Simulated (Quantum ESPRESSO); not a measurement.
# CrSBr: which magnetic order is lowest

A self-consistent run ends on one state, which hangs on the start. Several orders of CrSBr are started in Quantum ESPRESSO and their energies compared.

Method: LDA; plane waves with GBRV 1.5 LDA potentials, no spin-orbit coupling, in Quantum ESPRESSO 7.5.

**Measured values to reproduce.**

“Dynamic Magnetic Crossover at the Origin of the Hidden-Order in van der Waals Antiferromagnet CrSBr” (2022, arxiv:2203.11785) reports for CrSBr, orthorhombic FeOCl-type, by neutron powder diffraction, Rietveld (ground CVT-grown single crystals, 1.8 K): moment (ordered moment per Cr) 3.09 ± 0.01 μB.

Most raw output is cut from this account.

## (1) Starting point

The structure is orthorhombic, space group Pmmn (No. 59). The conventional cell has a = 3.540 Å, b = 4.755 Å, c = 8.394 Å, α = 90.00°, β = 90.00°, γ = 90.00°. Nearest to Cr lie 4 S at 2.39 to 2.42 Å and 2 Br at 2.51 Å. Nearest to S lie 4 Cr at 2.39 to 2.42 Å. Br has 2 Cr at 2.51 Å nearest. Farther neighbours and most contacts between anions are not listed.

The cell comes from Materials Project 2023-11-01, a database of computed structures, and need not be the stable phase.

## (2) Start 1: ferro ++

The signs are those of the starting moments on the seeded atoms, the atoms that are given a moment.

The input, pw.in:

```
&CONTROL
  calculation = 'scf'
  prefix = 'pwscf'
  outdir = './tmp'
  pseudo_dir = './pseudo'
  disk_io = 'nowf'
/
&SYSTEM
  ibrav = 0
  celldm(1) = 8
  nat = 6
  ntyp = 3
  ecutwfc = 40
  ecutrho = 280
  nbnd = 40
  occupations = 'smearing'
  smearing = 'fd'
  degauss = 0.00367493
  nspin = 2
  starting_magnetization(1) = 0.2143
  starting_magnetization(2) = 0
  starting_magnetization(3) = 0
/
&ELECTRONS
  conv_thr = 1.2d-08
  electron_maxstep = 150
  mixing_beta = 0.3
/
ATOMIC_SPECIES
Cr     51.9961 cr_lda_v1.5.uspp.F.UPF
S      32.0600 s_lda_v1.4.uspp.F.UPF
Br     79.9040 br_lda_v1.4.uspp.F.UPF
CELL_PARAMETERS alat
   0.8363115576062    0.0000000000000    0.0000000000000
   0.0000000000000    1.1233174237334    0.0000000000000
   0.0000000000000    0.0000000000000    1.9828051400013
ATOMIC_POSITIONS crystal
Cr      0.5000000000    0.0000000000    0.8787434000
Cr      0.0000000000    0.5000000000    0.1212566000
S       0.5000000000    0.5000000000    0.9295014300
S       0.0000000000    0.0000000000    0.0704985700
Br      0.0000000000    0.0000000000    0.6659578600
Br      0.5000000000    0.5000000000    0.3340421400
K_POINTS automatic
6 6 6 0 0 0
```

The run is started by

```console
$ OMP_NUM_THREADS=1 mpirun -n 4 pw.x -nk 4 -in pw.in > pw.out
```

Elapsed: 94 s, on 4 MPI ranks of Arm Neoverse V2, shared host; peak memory 1 GiB.

Spin moment in the atom's sphere by atom:

```csv
atom,spin moment in the atom's sphere (μB)
Cr1,2.70
Cr2,2.70
S3,-0.09
S4,-0.09
Br5,0.01
Br6,0.01
```

Numbers from this step:

```
smearing term TS       : 0.002910 eV
magnetization          : 6 μB
absolute magnetization : 6.57 μB
final state            : ferromagnetic
```

Spin density in the ac plane at fractional y = 0.000, with atoms of Cr and S and Br within 0.2 Å of it.

Ten even steps from '_' (0.0 e/Å³) to '@' (3.3 e/Å³), each cell a mean:
```
____________....____________
__________..::**::..________
________..==%%@@##--..______
__________::==%%--..________
____________..::..__________
____________________________
____________________________
____________________________
____________________________
____________________________
____________________________
____________________________
____________________________
____________________________
____________________________
____________________________
____________________________
____________________________
____________________________
____________________________
____________________________
____________________________
____________________________
____________________________
```
Columns run along a (3.5 Å), rows up along c (8.4 Å). Atoms in or near the plane, at fractional coordinates: Cr at (0.50, 0.88), S at (0.00, 0.07), Br at (0.00, 0.67).

Valence density in the ac plane at fractional y = 0.000, with atoms of Cr and S and Br within 0.2 Å of it. It is the smooth field of the valence electrons, not physical close to the nuclei.

Ten steps, logarithmic in the rise over the least value, from '0' (0 e/Å³) to '9' (13 e/Å³), each cell a mean:
```
44333455433334
22234799864222
11235898985221
11225799974221
33223467643223
44433223223344
34443211123444
74443211123435
53443110123443
44432100012344
33321000001233
11110000000111
00000000000000
00000000000000
00000000000000
00000000000000
00000000000000
00000000000000
21110000000111
33321000001233
44432100012344
44443111123444
44443211123444
44443222223444
```
Columns run along a (3.5 Å), rows up along c (8.4 Å). Atoms in or near the plane, at fractional coordinates: Cr at (0.50, 0.88), S at (0.00, 0.07), Br at (0.00, 0.67).

## (3) Run 2, typed as antiferro +−

Edit pw.in of step 2 so:

```diff
@@ -11,6 +11,6 @@
   nat = 6
-  ntyp = 3
+  ntyp = 4
   ecutwfc = 40
   ecutrho = 280
-  nbnd = 40
+  nbnd = 37
   occupations = 'smearing'
@@ -20,4 +20,5 @@
   starting_magnetization(1) = 0.2143
-  starting_magnetization(2) = 0
+  starting_magnetization(2) = -0.2143
   starting_magnetization(3) = 0
+  starting_magnetization(4) = 0
 /
@@ -29,3 +30,4 @@
 ATOMIC_SPECIES
-Cr     51.9961 cr_lda_v1.5.uspp.F.UPF
+Cr1    51.9961 cr_lda_v1.5.uspp.F.UPF
+Cr2    51.9961 cr_lda_v1.5.uspp.F.UPF
 S      32.0600 s_lda_v1.4.uspp.F.UPF
@@ -37,4 +39,4 @@
 ATOMIC_POSITIONS crystal
-Cr      0.5000000000    0.0000000000    0.8787434000
-Cr      0.0000000000    0.5000000000    0.1212566000
+Cr1     0.5000000000    0.0000000000    0.8787434000
+Cr2     0.0000000000    0.5000000000    0.1212566000
 S       0.5000000000    0.5000000000    0.9295014300
```

The job ended after 1.7 min (4 MPI ranks; peak memory 0.96 GiB; 6.8 min of CPU time).

Spin moment in the atom's sphere by atom:

```csv
atom,spin moment in the atom's sphere (μB)
Cr1,2.62
Cr2,-2.62
S3,0.02
S4,-0.02
Br5,0.01
Br6,-0.01
```

Numbers from this step:

```yaml
smearing_term_ts: 0.001370 eV
magnetization: 0 μB
absolute_magnetization: 6.332 μB
final_state: antiferromagnetic
```

Spin density in the ac plane at fractional y = 0.000, with atoms of Cr and S and Br within 0.2 Å of it.

Ten even steps from '_' (-0.1 e/Å³) to '@' (3.1 e/Å³), each cell a mean:
```
____________....____________
__________..::**::..________
________..==%%@@##--..______
________....==%%--..________
____________..::..__________
____________________________
____________________________
____________________________
____________________________
____________________________
____________________________
____________________________
____________________________
____________________________
____________________________
____________________________
____________________________
____________________________
____________________________
____________________________
____________________________
____________________________
____________________________
____________________________
```
Columns run along a (3.5 Å), rows up along c (8.4 Å). Atoms in or near the plane, at fractional coordinates: Cr at (0.50, 0.88), S at (0.00, 0.07), Br at (0.00, 0.67).

Valence density in the ac plane at fractional y = 0.000, with atoms of Cr and S and Br within 0.2 Å of it. It is the smooth field of the valence electrons, not physical close to the nuclei.

Ten steps, logarithmic in the rise over the least value, from '0' (0 e/Å³) to '9' (13 e/Å³), each cell a mean:
```
44333455433334
22234799864222
11235898985221
11225799974221
33223467643223
44433223223344
34443211123444
74443211123435
53443110123443
44432100012344
33321000001233
11110000000111
00000000000000
00000000000000
00000000000000
00000000000000
00000000000000
00000000000000
21110000000111
33321000001233
44432100012344
44443111123444
44443211123444
44443222223444
```
Columns run along a (3.5 Å), rows up along c (8.4 Å). Atoms in or near the plane, at fractional coordinates: Cr at (0.50, 0.88), S at (0.00, 0.07), Br at (0.00, 0.67).

## (4) Run 3, typed as no spin polarisation

Edit pw.in of step 3 so:

```diff
@@ -11,3 +11,3 @@
   nat = 6
-  ntyp = 4
+  ntyp = 3
   ecutwfc = 40
@@ -18,7 +18,2 @@
   degauss = 0.00367493
-  nspin = 2
-  starting_magnetization(1) = 0.2143
-  starting_magnetization(2) = -0.2143
-  starting_magnetization(3) = 0
-  starting_magnetization(4) = 0
 /
@@ -30,4 +25,3 @@
 ATOMIC_SPECIES
-Cr1    51.9961 cr_lda_v1.5.uspp.F.UPF
-Cr2    51.9961 cr_lda_v1.5.uspp.F.UPF
+Cr     51.9961 cr_lda_v1.5.uspp.F.UPF
 S      32.0600 s_lda_v1.4.uspp.F.UPF
@@ -39,4 +33,4 @@
 ATOMIC_POSITIONS crystal
-Cr1     0.5000000000    0.0000000000    0.8787434000
-Cr2     0.0000000000    0.5000000000    0.1212566000
+Cr      0.5000000000    0.0000000000    0.8787434000
+Cr      0.0000000000    0.5000000000    0.1212566000
 S       0.5000000000    0.5000000000    0.9295014300
```

It took 43 s on 4 MPI ranks; peak memory 0.73 GiB; 2.9 min of CPU time.

Read from the output:

| Property | Result |
| --- | --- |
| smearing term TS | 0.1475 eV |
| final state | non-magnetic (no spin polarisation) |

## (5) Energies of the orders

An order is kept where moments of 0.15 μB or more survive with the typed signs; meshes match where a doubled cell samples the same k points as the first cell.

Orders:

```csv
start,final state,typed order kept,energy over the lowest (meV a seeded atom),largest site moment (μB),net moment (μB a cell of the first run),mesh matched,CPU time (s)
ferro ++,ferromagnetic,yes,0,2.696,6,yes,375.1
antiferro +-,antiferromagnetic,yes,65.5,2.617,0,yes,408.1
no spin polarisation,non-magnetic,-,1091,0,0,yes,173.3
```

## (6) Outcome

```json
{
  "lowest state found": "ferromagnetic (from ferro ++)",
  "largest site moment": "2.70 μB",
  "next state with moments": "antiferromagnetic, 65.5 meV a seeded atom higher",
  "state without moments": "1091 meV a seeded atom higher"
}
```

What this shows: Forming the moments gains more than four times the spread of the orders, as local moments do. Only these 3 starts were compared; other wavevectors, canted and longer-period orders were not. A computed site moment is spin alone and hangs on the region that is counted: the program's spheres do not touch and miss the tail of the moment. Measured moments hold any orbital part as well, and belong to the order of the sample, which need not be the order of this run. No Hubbard term acts here. In such compounds local and semilocal functionals without one often delocalise the d electrons, and can shrink or lose moments and miss the size, sign and order of the couplings.

Computed beside measured:

| quantity | measured | in the sphere |
| --- | --- | --- |
| moment (Cr) (μB) | 3.09 | 2.70 (-12.7 %) |

Measured values from arxiv:2203.11785 (2022).

How well it matches: The moment is off by -12.7 %. No cell relaxation is part of this session.

[Logs and program files are shortened in this print: banners, set-up blocks, solver, clock and traceback lines can be left out without a mark of their own.]

[Logs are printed without paths, hosts, clocks, repeated set-up lines and the standing remarks that a program may print on its own settings, such as how far it seeks lower states.]

[Hosts, paths, dates, database ids (printed as entryN), source tags and the programs' standing remarks are cut or masked in the printed files.]

[Where a cell is said to come from a database of computed structures, the database is the Materials Project.]
